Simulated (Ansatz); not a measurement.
# CsLaTeS: complex band structure

A new crystal, CsLaTeS: structure, gap and complex bands. It is built by putting Te for part of the S in the CsLaS2 structure of space group R-3m, with the volume rescaled by atomic radii. The parent structure comes from the Materials Project.

Method: PBE DFT, plane waves, PAW files, in the first sound run; inputs show where later runs differ, in Ansatz 0.2.0.

The structure was built from a prototype and need not be the compound's stable phase.

### 1. The starting structure

The structure is trigonal, space group R3m (No. 160). The conventional cell has a = 4.436 Å, b = 4.436 Å, c = 24.884 Å, α = 90.00°, β = 90.00°, γ = 120.00°. Nearest to Cs lie 3 S at 3.65 Å and 3 Te at 3.65 Å. La has 3 Te at 3.00 Å and 3 S at 3.00 Å nearest. S has 3 La at 3.00 Å and 3 Cs at 3.65 Å nearest. Nearest to Te lie 3 La at 3.00 Å and 3 Cs at 3.65 Å. It derives from CsLaS2. Te for part of the S in the CsLaS2 structure of space group R-3m. Farther neighbours and most contacts between anions are not listed.

### 2. Relaxing the new crystal

The substituted atoms don't fit the parent's cell, so cell and atoms relax together. A small smearing keeps the run stable in case the gap closes on the way.

File input.yaml:

```yaml
crystal:
  lattice:
    - [2.217872448, 1.2804892549, 8.2947193215]
    - [-2.217872448, 1.2804892549, 8.2947193215]
    - [0.0, -2.5609785098, 8.2947193215]
  atoms:
    - { symbol: Cs, position: [0.0, 0.0, 0.0] }
    - { symbol: La, position: [0.5, 0.5, 0.5] }
    - { symbol: S, position: [0.22908551, 0.22908551, 0.22908551] }
    - { symbol: Te, position: [0.77091449, 0.77091449, 0.77091449] }
kpoints:
  mp_grid: { grid: [6, 6, 6] }
scf:
  occupations: { method: gaussian, width: 0.03 }
hamiltonian:
  xc: pbe
output:
  forces: true
  stress: true
relax:
  f_tol: 0.02
  max_steps: 60
  cell: {}
```

Command:

```bash
$ ansatz run input.yaml --threads 2 --pin off --max-ram 4096MiB --backend cpu --events-out ev --progress --plain --runs-dir out
```

Numbers of over 12 decimals in the logs are rounded to 6 here.

Log:

```text
basis.fft_grid_basis auto: the FFT boxes are laid along the combinations [[1, 0, -1], [0, 1, -1], [0, 0, 1]] of the cell's own vectors, 4.436, 4.436 and 8.681 Å long. The dense box has 30×30×60 points. Along the cell's own vectors, as sized, it would have 60×60×60, 4.00 times as many. Of the 6 symmetry operations that the crystal satisfies within crystal.symmetry.tolerance (time reversal apart; of a slab, those that  [...]
Engine: ansatz 0.2.0, aarch64-unknown-linux-gnu
Pseudopotentials: kind: paw
Pseudopotential: Cs, paw, valence charge 9, recommended cutoff 420 eV (normal), Cs.paw.azcp
Pseudopotential: La, paw, valence charge 11, recommended cutoff 420 eV (normal), La.paw.azcp
Pseudopotential: S, paw, valence charge 6, recommended cutoff 420 eV (normal), S.paw.azcp
Pseudopotential: Te, paw, valence charge 16, recommended cutoff 420 eV (normal), Te.paw.azcp
Functional definition: PBE
  parameter kappa = 0.804
  parameter beta = 0.066725
  exchange = pbe_x(kappa = kappa, mu = beta*pi^2/3)
  correlation = pbe_c(beta = beta)
Crystal: 4 atoms, lattice volume = 141.340 Å³
Basis set: ecut = 420 eV, 2793 PW (Γ), FFT grids on a1−a3, a2−a3, a3, exchange–correlation on 60×60×120 points (8 copies of the dense FFT grid, shifted against one another)
Bands: 26, of which v1, the nominal top of the filled ones, is band 21 counted from 1 (20 counted from 0)
Symmetry: 6 space group operations
Space group: R3m (ITA 160), of the structure as read, at distance tolerance 5.2e-5 Å
k-points: 32 of 216 (time reversal used)
Non-local potential: Cs, projectors of the file, l = 0: 3, l = 1: 2, l = 2: 2, l = 3: 2
Non-local potential: La, projectors of the file, l = 0: 3, l = 1: 2, l = 2: 2, l = 3: 3
Non-local potential: S, projectors of the file, l = 0: 2, l = 1: 2, l = 2: 2
Non-local potential: Te, projectors of the file, l = 0: 2, l = 1: 2, l = 2: 2, l = 3: 2
PAW form: soft (Blöchl's): semilocal exchange-correlation on the pseudo side does not see the compensation charge
PAW one-centre angular grid: Cs, 194 points (default); XC on 64 Gauss nodes
PAW one-centre angular grid: La, 590 points (default); XC on 64 Gauss nodes
PAW one-centre angular grid: S, 110 points (default); XC on 64 Gauss nodes
PAW one-centre angular grid: Te, 590 points (default); XC on 64 Gauss nodes
Initial density: superposition of atomic densities (neutral atoms: chi_scale 0, normalization atom), corrected by the library's trained network
Initial wavefunctions: pseudopotential atomic-orbital guess
Functional: x = pbe(κ = 0.804, μ = 0.219515), c = pbe(β = 0.066725)
SCF iter   1: F=—  HF=-19809.050191 eV  |F-HF|=—  |Δ(HF+E_count)|=         —  Δρ=1.26e-3  dr2=8.79e-3  ethr=1.77e-3  ⟨swp⟩=7.2  Hψ=4124  notcnv=0
preconditioner: auto → Resta (q_TF=auto, 2.229 Å⁻¹)  ε∞=3.7  [insulator: Δε(μ)=1.909 eV  Ē_g=9.978 eV  σ=0.030 eV  W_gap=1.00  n_scr=28 (ndim 8)  ℏωp=16.5 eV  f_vac=0.034  D(μ)=0.00/eV (n_scr^D=0)  ε∞_Penn≈3.7]
SCF iter   2: F=—  HF=-19809.045260 eV  |F-HF|=—  |Δ(HF+E_count)|=   4.93e-3  Δρ=6.68e-4  dr2=1.51e-3  ethr=2.09e-5  ⟨swp⟩=2.3  Hψ=1704  notcnv=0  defer=15
SCF iter   3: F=—  HF=-19809.045242 eV  |F-HF|=—  |Δ(HF+E_count)|=   1.76e-5  Δρ=2.73e-4  dr2=2.50e-4  ethr=3.58e-6  ⟨swp⟩=2.2  Hψ=1338  notcnv=0  defer=15
SCF iter   4: F=—  HF=-19809.045299 eV  |F-HF|=—  |Δ(HF+E_count)|=   5.70e-5  Δρ=9.37e-5  dr2=2.27e-5  ethr=5.96e-7  ⟨swp⟩=2.0  Hψ=1072  notcnv=0  defer=15
SCF iter   5: F=—  HF=-19809.045315 eV  |F-HF|=—  |Δ(HF+E_count)|=   1.57e-5  Δρ=3.28e-5  dr2=2.94e-6  ethr=5.41e-8  ⟨swp⟩=2.8  Hψ=1427  notcnv=0  defer=15
SCF iter   6: F=—  HF=-19809.045317 eV  |F-HF|=—  |Δ(HF+E_count)|=   2.18e-6  Δρ=1.22e-5  dr2=3.99e-7  ethr=6.99e-9  ⟨swp⟩=2.1  Hψ=1468  notcnv=0  defer=15
SCF iter   7: F=-19809.045317 eV  HF=-19809.045317 eV  |F-HF|=4.62e-8  |Δ(HF+E_count)|=   6.19e-7  Δρ=2.96e-6  dr2=2.35e-8  ethr=2.38e-10  ⟨swp⟩=5.0  Hψ=3228  notcnv=0
SCF 1 converged in 7 iterations: F = -19809.045317 eV  dr2 = 2.35e-8
  greatest PAW one-centre occupation: 0.998 electrons in one spin orbital (limit 2), on the Te atom at site 3 (counted from 0), in its partial waves of l = 2
relax step   1: F+E_penalty+E_count = -19809.04531743 eV  Δ(F+E_penalty+E_count) = +0.000e0 eV  max|allowed force component| = 2.690e0 eV/Å  Δτ_max = 0.0000 Å  P = +4.614 GPa  Ω = 141.340 Å³  (7 SCF iters, dr2 threshold 1.00e-7 eV, accepted)
Crystal: 4 atoms, lattice volume = 146.754 Å³
Basis set: ecut = 420 eV, 2861 PW (Γ), FFT grids on a1−a3, a2−a3, a3, exchange–correlation on 60×60×120 points (8 copies of the dense FFT grid, shifted against one another)
Initial density: handed on by an earlier stage of this run
Initial wavefunctions: those handed on with the density
iter 1 solved again at ethr=1.83e-4 eV; its pass at ethr=3.10e-3 eV (dr2=7.69e-2 eV) is discarded
SCF iter   1: F=—  HF=-19809.557789 eV  |F-HF|=—  |Δ(HF+E_count)|=         —  Δρ=6.85e-3  dr2=7.80e-2  ethr=1.83e-4  ⟨swp⟩=2.1  Hψ=6576  notcnv=0
preconditioner: auto → Resta (q_TF=auto, 2.215 Å⁻¹)  ε∞=3.7  [insulator: Δε(μ)=1.700 eV  Ē_g=9.919 eV  σ=0.030 eV  W_gap=1.00  n_scr=28 (ndim 8)  ℏωp=16.2 eV  f_vac=0.034  D(μ)=0.00/eV (n_scr^D=0)  ε∞_Penn≈3.7]
SCF iter   2: F=—  HF=-19809.547182 eV  |F-HF|=—  |Δ(HF+E_count)|=   1.06e-2  Δρ=3.41e-3  dr2=1.47e-2  ethr=1.83e-4  ⟨swp⟩=5.2  Hψ=1650  notcnv=0  defer=1
SCF iter   3: F=—  HF=-19809.548575 eV  |F-HF|=—  |Δ(HF+E_count)|=   1.39e-3  Δρ=9.47e-4  dr2=1.87e-3  ethr=3.51e-5  ⟨swp⟩=3.9  Hψ=1640  notcnv=0  defer=4
SCF iter   4: F=—  HF=-19809.549209 eV  |F-HF|=—  |Δ(HF+E_count)|=   6.35e-4  Δρ=2.79e-4  dr2=2.30e-4  ethr=4.44e-6  ⟨swp⟩=2.1  Hψ=1204  notcnv=0  defer=8
SCF iter   5: F=—  HF=-19809.549400 eV  |F-HF|=—  |Δ(HF+E_count)|=   1.90e-4  Δρ=8.69e-5  dr2=1.97e-5  ethr=5.48e-7  ⟨swp⟩=2.0  Hψ=1263  notcnv=0  defer=8
SCF iter   6: F=—  HF=-19809.549417 eV  |F-HF|=—  |Δ(HF+E_count)|=   1.70e-5  Δρ=2.82e-5  dr2=2.12e-6  ethr=4.68e-8  ⟨swp⟩=2.0  Hψ=1503  notcnv=0  defer=8
SCF iter   7: F=-19809.549419 eV  HF=-19809.549419 eV  |F-HF|=2.56e-7  |Δ(HF+E_count)|=   2.03e-6  Δρ=8.49e-6  dr2=1.73e-7  ethr=9.52e-10  ⟨swp⟩=5.5  Hψ=3402  notcnv=0
SCF 2 converged in 7 iterations: F = -19809.549419 eV  dr2 = 1.73e-7
relax step   2: F+E_penalty+E_count = -19809.54941898 eV  Δ(F+E_penalty+E_count) = -5.041e-1 eV  max|allowed force component| = 1.979e-1 eV/Å  Δτ_max = 0.1972 Å  P = +1.318 GPa  Ω = 146.754 Å³  energy of the carried Pulay correction = -2.314e-4 eV  (7 SCF iters, dr2 threshold 4.00e-7 eV, accepted)
Crystal: 4 atoms, lattice volume = 150.347 Å³
Basis set: ecut = 420 eV, 2945 PW (Γ), FFT grids on a1−a3, a2−a3, a3, exchange–correlation on 60×60×120 points (8 copies of the dense FFT grid, shifted against one another)
iter 1 solved again at ethr=5.52e-6 eV; its pass at ethr=3.10e-3 eV (dr2=2.32e-3 eV) is discarded
SCF iter   1: F=—  HF=-19809.574531 eV  |F-HF|=—  |Δ(HF+E_count)|=         —  Δρ=9.93e-4  dr2=2.43e-3  ethr=5.52e-6  ⟨swp⟩=2.8  Hψ=6482  notcnv=0
preconditioner: auto → Resta (q_TF=auto, 2.206 Å⁻¹)  ε∞=3.7  [insulator: Δε(μ)=1.706 eV  Ē_g=9.796 eV  σ=0.030 eV  W_gap=1.00  n_scr=28 (ndim 8)  ℏωp=16.0 eV  f_vac=0.039  D(μ)=0.00/eV (n_scr^D=0)  ε∞_Penn≈3.7]
SCF iter   2: F=—  HF=-19809.574054 eV  |F-HF|=—  |Δ(HF+E_count)|=   4.77e-4  Δρ=4.52e-4  dr2=3.41e-4  ethr=5.52e-6  ⟨swp⟩=3.3  Hψ=1653  notcnv=0
SCF iter   3: F=—  HF=-19809.574068 eV  |F-HF|=—  |Δ(HF+E_count)|=   1.40e-5  Δρ=1.82e-4  dr2=6.26e-5  ethr=8.11e-7  ⟨swp⟩=2.1  Hψ=1144  notcnv=0
SCF iter   4: F=—  HF=-19809.574089 eV  |F-HF|=—  |Δ(HF+E_count)|=   2.09e-5  Δρ=4.57e-5  dr2=5.81e-6  ethr=1.49e-7  ⟨swp⟩=2.0  Hψ=1116  notcnv=0
SCF iter   5: F=—  HF=-19809.574094 eV  |F-HF|=—  |Δ(HF+E_count)|=   4.92e-6  Δρ=1.47e-5  dr2=4.34e-7  ethr=1.38e-8  ⟨swp⟩=2.0  Hψ=1164  notcnv=0
SCF iter   6: F=-19809.574094 eV  HF=-19809.574094 eV  |F-HF|=1.86e-8  |Δ(HF+E_count)|=   4.66e-7  Δρ=4.44e-6  dr2=4.85e-8  ethr=9.52e-10  ⟨swp⟩=5.0  Hψ=3181  notcnv=0
SCF 3 converged in 6 iterations: F = -19809.574094 eV  dr2 = 4.85e-8
relax step   3: F+E_penalty+E_count = -19809.57409425 eV  Δ(F+E_penalty+E_count) = -2.468e-2 eV  max|allowed force component| = 5.081e-2 eV/Å  Δτ_max = 0.0230 Å  P = +0.432 GPa  Ω = 150.347 Å³  energy of the carried Pulay correction = -3.802e-4 eV  (6 SCF iters, dr2 threshold 4.00e-7 eV, accepted)
[...]
relax step   4: F+E_penalty+E_count = -19809.57723259 eV  Δ(F+E_penalty+E_count) = -3.138e-3 eV  max|allowed force component| = 2.235e-2 eV/Å  Δτ_max = 0.0218 Å  P = -0.037 GPa  Ω = 152.747 Å³  energy of the carried Pulay correction = -4.776e-4 eV  (6 SCF iters, dr2 threshold 4.00e-7 eV, accepted)
[...]
relax step   5: F+E_penalty+E_count = -19809.57764988 eV  Δ(F+E_penalty+E_count) = -4.173e-4 eV  max|allowed force component| = 1.280e-2 eV/Å  Δτ_max = 0.0061 Å  P = +0.005 GPa  Ω = 152.450 Å³  energy of the carried Pulay correction = -4.656e-4 eV  (5 SCF iters, dr2 threshold 6.27e-8 eV, accepted)
Basis set: ecut = 420 eV, 2999 PW (Γ), FFT grids on a1−a3, a2−a3, a3, exchange–correlation on 64×64×120 points (8 copies of the dense FFT grid, shifted against one another)
Initial wavefunctions: pseudopotential atomic-orbital guess (no wavefunctions were taken with the density)
iter 1 solved again at ethr=1.77e-7 eV; its pass at ethr=3.10e-3 eV (dr2=7.44e-5 eV) is discarded
SCF iter   1: F=—  HF=-19809.576522 eV  |F-HF|=—  |Δ(HF+E_count)|=         —  Δρ=1.84e-4  dr2=1.52e-6  ethr=1.77e-7  ⟨swp⟩=4.5  Hψ=7178  notcnv=0
preconditioner: auto → Resta (q_TF=auto, 2.201 Å⁻¹)  ε∞=3.7  [insulator: Δε(μ)=1.708 eV  Ē_g=9.767 eV  σ=0.030 eV  W_gap=1.00  n_scr=28 (ndim 8)  ℏωp=15.9 eV  f_vac=0.040  D(μ)=0.00/eV (n_scr^D=0)  ε∞_Penn≈3.7]
SCF iter   2: F=—  HF=-19809.577702 eV  |F-HF|=—  |Δ(HF+E_count)|=   1.18e-3  Δρ=9.29e-5  dr2=3.45e-7  ethr=3.62e-9  ⟨swp⟩=2.0  Hψ=1504  notcnv=0
SCF iter   3: F=—  HF=-19809.578087 eV  |F-HF|=—  |Δ(HF+E_count)|=   3.84e-4  Δρ=1.34e-5  dr2=1.81e-8  ethr=8.21e-10  ⟨swp⟩=2.7  Hψ=1401  notcnv=0
SCF iter   4: F=—  HF=-19809.578094 eV  |F-HF|=—  |Δ(HF+E_count)|=   7.87e-6  Δρ=1.43e-6  dr2=1.35e-9  ethr=4.31e-11  ⟨swp⟩=2.1  Hψ=1184  notcnv=0
SCF iter   5: F=—  HF=-19809.578095 eV  |F-HF|=—  |Δ(HF+E_count)|=   6.78e-8  Δρ=2.71e-7  dr2=2.13e-10  ethr=3.22e-12  ⟨swp⟩=2.1  Hψ=1287  notcnv=0
SCF iter   6: F=-19809.578095 eV  HF=-19809.578095 eV  |F-HF|=1.82e-11  |Δ(HF+E_count)|=   1.29e-9  Δρ=9.65e-8  dr2=3.16e-11  ethr=1.00e-12  ⟨swp⟩=5.8  Hψ=3439  notcnv=0
SCF 6 converged in 6 iterations: F = -19809.578095 eV  dr2 = 3.16e-11
relax step   6: F+E_penalty+E_count = -19809.57809455 eV  Δ(F+E_penalty+E_count) = -4.447e-4 eV  max|allowed force component| = 1.282e-2 eV/Å  Δτ_max = 0.0000 Å  P = +0.005 GPa  Ω = 152.450 Å³  stress off target by 2.46e-2 GPa  SCF on the basis re-selected at this cell (its energy is not comparable with the rows above)  (6 SCF iters)
basis re-selected at this cell: Δ(F+E_penalty+E_count) = -4.447e-4 eV, ΔP = +0.000 GPa vs the last step (what re-selecting the basis moved, of the pressure what is left beyond the Pulay correction that the steps carried, after the strain that the cell walked since its last selection, with what the two solves' SCF thresholds leave and, on support functions, any second-order correction that the steps lacked; it is no measure of the basis error at this ecutwfc). The dense FFT grid was sized anew with the basis: this SCF ran on 32×32×60 points, the steps before it on 30×30×60, so part of this shift can come from that change (see relax.cell in the input reference). [rest of the remark cut]
SCF converged after 6 iterations
Free energy (F): -19809.578095 eV
Harris-Foulkes:  -19809.578095 eV  (|F-HF|=1.82e-11)
Internal energy: -19809.578095 eV  (E = F + TS)
E sigma→0 (E₀):  -19809.578095 eV
Fermi energy:    7.108569 eV
--- Per-component energies (eV) ---
  E_band       = -394.885043
  E_kinetic    = 620.767671
  E_local      = -2680.537058  (includes V_loc(G=0)·N_el)
  E_nonlocal   = -154.614960
  E_hartree    = 1378.717561
  E_xc         = -535.741110
  E_vxc        = -466.433498  (∫ρ·V_xc dr)
  E_paw        = -15747.313294  (= ΣΔE_a)
  E_vpaw       = -471.502144  (= ΣTr[D̂ρ^β])
  E_aug_tail   = -0.000185  (compensation charges beyond the density's cutoff)
  E_ewald      = -2690.856720
  E_smearing   = -0.000000  (= −TS)
  E_closure    = -0.000000  (closes the sum)
  Σ components = -19809.578095   (vs F -19809.578095, Δ=0.00e0)
--- Forces (eV/Å), atoms counted from 1 ---
  atom   1  Cs    -0.00000000    -0.00000000     0.00196679
  atom   2  La     0.00000000     0.00000000     0.00447048
  atom   3  S      0.00000000     0.00000000    -0.01281936
  atom   4  Te    -0.00000000    -0.00000000     0.00638455
  max |Σ_I F_I| component: 2.46e-6 eV/Å
--- Stress (GPa, compression-positive) ---
        0.019917      -0.000000      -0.000000
        0.000000       0.019917      -0.000000
       -0.000000      -0.000000      -0.024617
  P = ⅓ Tr σ = 0.0051 GPa (0.051 kbar)
--- Relaxed structure (5 steps of the walk, 5 accepted, 1 SCFs on fresh bases) ---
  F+E_penalty+E_count = -19809.57809455 eV   max|allowed force component| = 1.282e-2 eV/Å   (the final SCF, on the basis selected at the relaxed cell)
  cell:  # Å, volume = 152.4504 Å³
    - [2.268272, 1.309587, 8.553574]
    - [-2.268272, 1.309587, 8.553574]
    - [-4.307401573224699e-18, -2.619175, 8.553574]
  atoms:
    - { symbol: Cs, position: [-0.0046797, -0.0046797, -0.0046797] }
    - { symbol: La, position: [0.508596, 0.508596, 0.508596] }
    - { symbol: S, position: [0.228491, 0.228491, 0.228491] }
    - { symbol: Te, position: [0.767593, 0.767593, 0.767593] }
```

Wall time 66 s (2 threads of Arm Neoverse N1, shared host); peak memory 0.47 GiB; 2.2 min of CPU time.

The steps of the relaxation:

```csv
step,energy less that of the first step (eV),largest force component (eV/Å),pressure (GPa),volume (Å³)
1,0.0000,2.6901,4.61,141.34
2,-0.5041,0.1979,1.32,146.75
3,-0.5288,0.0508,0.43,150.35
4,-0.5319,0.0224,-0.04,152.75
5,-0.5323,0.0128,0.00,152.45
6*,-0.5328,0.0128,0.01,152.45
```

Relaxation steps marked * repeat the geometry before them on a plane-wave basis chosen anew for their cell, so energy and pressure can jump there.

The run keeps the 6 symmetry operations that it works with, so distortions that break them were not tested.

```csv
"conventional cell, symmetrised",before,after,change
a (Å),4.436,4.537,+2.3 %
b (Å),4.436,4.537,+2.3 %
c (Å),24.884,25.661,+3.1 %
volume (Å³/atom),35.34,38.11,+7.9 %
```

The atoms that moved most (Å, as changes of fractional coordinates times the final cell):

```
atom     dx     dy      dz  length
 La2  0.000  0.000   0.221   0.221
 Cs1  0.000  0.000  -0.120   0.120
 Te4  0.000  0.000  -0.085   0.085
  S3  0.000  0.000  -0.015   0.015
```

The relaxed structure:

```cif
data_structure
_symmetry_space_group_name_H-M 'P 1'
_symmetry_Int_Tables_number 1
_cell_length_a 8.9456
_cell_length_b 8.9456
_cell_length_c 8.9456
_cell_angle_alpha 29.377
_cell_angle_beta 29.377
_cell_angle_gamma 29.377
_cell_volume 152.45
loop_
_atom_site_label
_atom_site_type_symbol
_atom_site_fract_x
_atom_site_fract_y
_atom_site_fract_z
_atom_site_occupancy
Cs1 Cs 0.99532 0.99532 0.99532 1
La2 La 0.50860 0.50860 0.50860 1
S3 S 0.22849 0.22849 0.22849 1
Te4 Te 0.76759 0.76759 0.76759 1
```

This step gave:

* free energy: -19809.5781 eV
* Fermi energy: 7.109 eV
* pressure: 0.005072 GPa

The largest force component on a free atom ends at 0.013 eV/Å.

### 3. The bulk crystal and its band edges

The energy window and the wavevectors of the next steps follow from the band edges, so these are searched first, off the mesh as well.

File input.yaml:

```yaml
crystal:
  lattice:
    - [2.2682720403, 1.3095874731, 8.5535736732]
    - [-2.2682720403, 1.3095874731, 8.5535736732]
    - [0.0, -2.6191749461, 8.5535736732]
  atoms:
    - { symbol: Cs, position: [-0.0046796959, -0.0046796959, -0.0046796959] }
    - { symbol: La, position: [0.5085962421, 0.5085962421, 0.5085962421] }
    - { symbol: S, position: [0.2284909234, 0.2284909234, 0.2284909234] }
    - { symbol: Te, position: [0.7675925303, 0.7675925303, 0.7675925303] }
kpoints:
  mp_grid: { grid: [6, 6, 6] }
  band_path: { path: [VBM, CBM], npoints: 30 }
scf:
  occupations: { method: fixed }
hamiltonian:
  xc: pbe
output:
  eigenvalues: true
  write_potential: true
  write_density: true
  volumetric_format: npy
```

Log:

```text
[...]
Crystal: 4 atoms, lattice volume = 152.450 Å³
Basis set: ecut = 420 eV, 2999 PW (Γ), FFT grids on a1−a2, a2, −a2+a3
Bands: 26, of which v1, the nominal top of the filled ones, is band 21 counted from 1 (20 counted from 0)
Symmetry: 6 space group operations
[...]
k-points: 32 of 216 (time reversal used)
[...]
SCF iter   1: F=—  HF=-19809.579266 eV  |F-HF|=—  |Δ(HF+E_count)|=         —  Δρ=1.25e-3  dr2=6.01e-3  ethr=1.77e-3  ⟨swp⟩=6.7  Hψ=3155  notcnv=0  defer=58
[...]
SCF iter   7: F=-19809.578166 eV  HF=-19809.578166 eV  |F-HF|=3.00e-8  |Δ(HF+E_count)|=   2.94e-7  Δρ=2.86e-6  dr2=2.25e-8  ethr=2.38e-10  ⟨swp⟩=11.8  Hψ=4133  notcnv=0
SCF 1 converged in 7 iterations: F = -19809.578166 eV  dr2 = 2.25e-8
[...]
NSCF: frozen V_eff on 32 k-points
[...]
SCF converged after 7 iterations
Free energy (F): -19809.578166 eV
[...]
Internal energy: -19809.578166 eV  (E = F + TS)
E sigma→0 (E₀):  -19809.578166 eV
Fermi energy:    6.255287 eV
[...]
--- Band table (eV; the first three rows and the last of 32) ---
  k-point 0: bands = [... 17 lower, 4.2271, 5.6732, 6.2553, 6.2553, 8.6726, 8.8286, 8.9729, 8.9729, ... 1 higher]
  k-point 1: bands = [... 17 lower, 4.3128, 5.4185, 5.7863, 6.0750, 8.5817, 8.9106, 8.9164, 8.9597, ... 1 higher]
  k-point 2: bands = [... 17 lower, 4.4497, 4.8974, 5.5739, 5.8398, 8.4075, 8.8785, 8.8786, 8.8963, ... 1 higher]
  k-point 31: bands = [... 17 lower, 4.2474, 5.0711, 6.1867, 6.1867, 8.6308, 8.9708, 8.9708, 9.0086, ... 1 higher]
```

Run time: 45 s. Hardware: 2 threads; peak memory 0.44 GiB; 89 s of CPU time.

Numbers from this step:

* free energy: -19809.5782 eV
* Fermi energy: 6.255 eV
* gap on the k-mesh: 1.707 eV
* gap on path: 1.707 eV, by band count; negative where bands overlap
* direct gap on path: 2.120 eV
* edge places on path: 0, 0.8363 1/A along the path

The electronic bands at the labelled points (eV, zero at the Fermi level (highest filled level under fixed occupations); v1 is the highest filled band, c1 the lowest empty one):

```csv
point,v4,v3,v2,v1,c1,c2,c3,c4
VBM,-2.03,-0.58,0.00,0.00,2.42,2.57,2.72,2.72
halfway,-1.86,-1.26,-0.66,-0.35,2.21,2.63,2.63,2.69
CBM,-1.69,-1.37,-0.72,-0.41,1.71,2.61,2.62,2.68
```

The searched edges give 1.71 eV, as on the mesh.

(Part 1 of 3 ends here.)

[Logs are printed without paths, hosts, clocks, repeated set-up lines and the standing remarks that a program may print on its own settings, such as how far it seeks lower states.]

[Hosts, paths, dates, database ids (printed as entryN), source tags and the programs' standing remarks are cut or masked in the printed files.]

[New means built here by substitution; the compound itself may be known and measured.]
